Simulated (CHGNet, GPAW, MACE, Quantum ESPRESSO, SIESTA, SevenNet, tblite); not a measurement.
# Twisted Ti3C2O2 MXene bilayer, 38.21° (98 atoms): atom by atom

Calculated values (SIESTA 5.4.2, Kohn-Sham DFT, PBE, PseudoDojo 0.4.1 norm-conserving pseudopotentials (converted to PSML), numerical atomic orbitals (DZP), diagonalisation; shift 0.01 Ry; mesh 500 Ry; levels smeared at 580 K; Γ point) for the built cell with every atom moved at random.

Cell vectors (Å):

```
8.043 0.000 0.000
-4.022 6.966 0.000
0.000 0.000 30.650
```

Positions (Å):

```
1 Ti 0.018 0.013 10.478
2 C 0.582 1.652 11.734
3 C 1.684 0.325 9.181
4 Ti 1.704 0.345 12.994
5 Ti 0.589 1.634 7.885
6 O -4.005 6.965 13.906
7 O 8.010 0.023 7.006
8 Ti -0.573 2.950 10.488
9 C 0.012 4.639 11.734
10 C 1.141 3.294 9.185
11 Ti 1.150 3.301 12.996
12 Ti 0.027 4.655 7.904
13 O -0.564 3.002 13.881
14 O -0.625 3.001 6.970
15 Ti -1.147 5.949 10.467
16 C 3.459 0.591 11.745
17 C 0.568 6.281 9.201
18 Ti 0.536 6.275 13.022
19 Ti 3.461 0.681 7.889
20 O -1.127 5.941 13.899
21 O -1.168 5.957 6.996
22 Ti 2.319 1.999 10.436
23 C 2.869 3.617 11.713
24 C 3.981 2.331 9.163
25 Ti 4.030 2.335 13.016
26 Ti 2.854 3.618 7.919
27 O 2.293 2.021 13.925
28 O 2.299 1.977 7.003
29 Ti 1.715 4.960 10.437
30 C 2.278 6.656 11.702
31 C 3.429 5.270 9.169
32 Ti 3.444 5.309 13.012
33 Ti 2.308 6.654 7.915
34 O 1.704 4.992 13.887
35 O 1.738 5.034 6.985
36 Ti 5.207 1.025 10.487
37 C 5.715 2.641 11.699
38 C 6.875 1.325 9.189
39 Ti 6.923 1.314 12.978
40 Ti 5.775 2.699 7.897
41 O 5.182 0.991 13.925
42 O 5.177 1.001 7.007
43 Ti 4.588 4.015 10.479
44 C -2.855 5.617 11.711
45 C -1.703 4.277 9.197
46 Ti -1.760 4.304 13.011
47 Ti -2.884 5.670 7.876
48 O 4.572 3.937 13.896
49 O 4.624 3.977 7.014
50 Ti 5.736 1.942 20.166
51 C 4.568 0.691 21.449
52 C 4.040 2.300 18.933
53 Ti 3.988 2.275 22.748
54 Ti 4.603 0.648 17.630
55 O 5.740 2.006 23.668
56 O 5.763 1.978 16.781
57 Ti 3.460 4.006 20.214
58 C 2.297 2.670 21.493
59 C 1.719 4.303 18.906
60 Ti 1.733 4.319 22.759
61 Ti 2.305 2.644 17.661
62 O 3.444 3.967 23.611
63 O 3.434 3.992 16.760
64 Ti 2.879 0.989 20.163
65 C -2.299 6.660 21.496
66 C 1.184 1.286 18.898
67 Ti 1.101 1.322 22.795
68 Ti -2.290 6.661 17.646
69 O 2.903 1.018 23.640
70 O 2.833 0.974 16.732
71 Ti 1.151 5.943 20.197
72 C -0.009 4.618 21.475
73 C -0.574 6.283 18.942
74 Ti -0.567 6.281 22.771
75 Ti -0.014 4.661 17.621
76 O 1.139 5.988 23.664
77 O 1.136 5.999 16.716
78 Ti 0.603 3.027 20.208
79 C -0.586 1.655 21.475
80 C -1.154 3.294 18.919
81 Ti -1.145 3.342 22.755
82 Ti -0.568 1.693 17.661
83 O 0.562 2.987 23.687
84 O 0.554 3.013 16.749
85 Ti 4.020 6.951 20.200
86 C 2.853 5.616 21.504
87 C 6.310 0.322 18.929
88 Ti 6.319 0.338 22.742
89 Ti 2.893 5.642 17.634
90 O 0.031 0.052 23.684
91 O -4.007 6.963 16.760
92 Ti -1.705 4.954 20.193
93 C 5.171 3.686 21.432
94 C 4.603 5.304 18.901
95 Ti 4.592 5.289 22.745
96 Ti 5.205 3.688 17.680
97 O -1.736 4.936 23.645
98 O -1.706 4.958 16.711
```

**Question.** What force acts on each atom, and what charge does it carry?

Columns: atom, q, fx, fy, fz (forces in eV/Å, q the Hirshfeld charge in e).

```
1 0.26 -0.016 0.088 -0.426
2 -0.30 -0.254 -0.574 -0.547
3 -0.29 -0.064 -0.465 0.411
4 0.38 0.740 0.468 0.079
5 0.39 0.102 0.970 0.342
6 -0.22 -0.350 -0.299 0.380
7 -0.22 0.216 -0.509 -0.784
8 0.26 0.198 0.928 -0.538
9 -0.29 -0.372 -0.505 -0.846
10 -0.29 -0.280 -0.192 0.175
11 0.38 0.214 0.495 0.208
12 0.38 0.319 0.241 -0.227
13 -0.22 -0.413 -0.381 0.493
14 -0.23 0.303 -0.271 -0.173
15 0.27 0.599 0.691 -0.311
16 -0.28 -0.629 0.383 -0.911
17 -0.28 -0.455 -0.145 0.236
18 0.38 0.397 0.752 0.254
19 0.38 0.826 0.318 0.175
20 -0.22 -0.468 -0.066 0.658
21 -0.23 -0.245 -0.085 -0.253
22 0.26 0.506 0.254 0.140
23 -0.29 -0.195 -0.055 -0.423
24 -0.29 -0.301 -0.766 0.794
25 0.38 -0.041 -0.464 0.011
26 0.38 0.691 0.924 -0.220
27 -0.22 0.009 -0.518 0.273
28 -0.22 -0.338 -0.226 -0.843
29 0.26 0.228 0.493 0.286
30 -0.29 0.249 -0.530 -0.363
31 -0.29 -0.023 0.028 0.881
32 0.39 -0.215 0.440 -0.260
33 0.38 -0.257 0.101 -0.114
34 -0.22 0.404 -0.429 0.630
35 -0.23 -0.424 -0.716 -0.160
36 0.26 -0.150 -0.369 -0.277
37 -0.30 0.198 -0.256 -0.104
38 -0.29 0.002 -0.246 0.734
39 0.38 -0.390 0.230 0.624
40 0.38 0.212 0.249 -0.119
41 -0.23 -0.029 -0.121 -0.057
42 -0.22 -0.329 -0.339 -0.273
43 0.26 0.335 0.230 -0.700
44 -0.30 -0.744 -0.297 -0.100
45 -0.28 -0.623 -0.053 0.518
46 0.38 0.709 0.289 0.042
47 0.39 0.578 -0.090 0.038
48 -0.21 0.086 0.332 0.810
49 -0.23 -0.510 0.051 -0.470
50 0.27 0.235 0.516 0.425
51 -0.29 0.269 -0.429 -0.239
52 -0.29 -0.628 0.055 0.404
53 0.38 0.461 0.140 0.072
54 0.38 0.274 0.525 -0.249
55 -0.23 -0.103 -0.005 -0.082
56 -0.22 -0.282 -0.244 -0.735
57 0.26 0.278 -0.431 -0.010
58 -0.29 -0.176 0.027 -1.115
59 -0.29 -0.178 0.047 0.907
60 0.39 0.218 -0.208 0.204
61 0.38 0.385 0.617 -0.202
62 -0.23 -0.003 0.118 1.019
63 -0.22 0.039 -0.315 -0.605
64 0.27 0.080 -0.015 0.446
65 -0.28 -0.220 -0.247 -0.779
66 -0.29 -0.620 0.060 1.082
67 0.39 0.408 -0.156 -0.292
68 0.37 0.085 0.125 -0.101
69 -0.22 -0.335 -0.232 0.819
70 -0.22 0.526 0.039 -0.477
71 0.26 0.219 0.256 -0.146
72 -0.30 0.082 0.279 -0.599
73 -0.30 -0.143 0.074 0.319
74 0.39 -0.193 0.100 -0.315
75 0.38 0.390 0.144 -0.079
76 -0.22 -0.060 0.010 0.382
77 -0.22 -0.123 -0.323 -0.215
78 0.26 -0.132 -0.497 0.151
79 -0.28 -0.002 -0.139 -0.647
80 -0.29 0.129 0.177 0.624
81 0.38 -0.135 -0.810 0.215
82 0.38 0.186 0.216 -0.300
83 -0.23 -0.059 0.197 0.140
84 -0.22 0.105 -0.444 -0.440
85 0.26 0.572 0.568 0.054
86 -0.30 -0.053 0.381 -0.867
87 -0.29 -0.111 -0.170 0.731
88 0.38 0.136 0.066 0.258
89 0.38 0.299 -0.021 -0.093
90 -0.23 -0.550 -0.359 0.397
91 -0.22 -0.338 -0.067 -0.565
92 0.26 -0.227 0.285 0.020
93 -0.28 -0.068 -0.079 -0.175
94 -0.29 -0.376 -0.331 0.977
95 0.38 0.120 0.014 -0.243
96 0.37 -0.242 0.066 -0.367
97 -0.22 0.057 0.493 0.806
98 -0.22 -0.192 -0.084 -0.204
```

The functional has no dispersion term, which matters for the binding between molecules or layers. The main run has no spin polarisation, so any moments at edges, vacancies or dangling bonds can't form in it. Only the Γ point is sampled, in a cell whose shortest periodic width is 7 Å.

The r.m.s. force component is 0.407 eV/Å; the longest force, 1.25 eV/Å, acts on C66.

[Logs are printed without paths, hosts, clocks, repeated set-up lines and the standing remarks that a program may print on its own settings, such as how far it seeks lower states.]

[Hosts, paths, dates, database ids (printed as entryN), source tags and the programs' standing remarks are cut or masked in the printed files.]
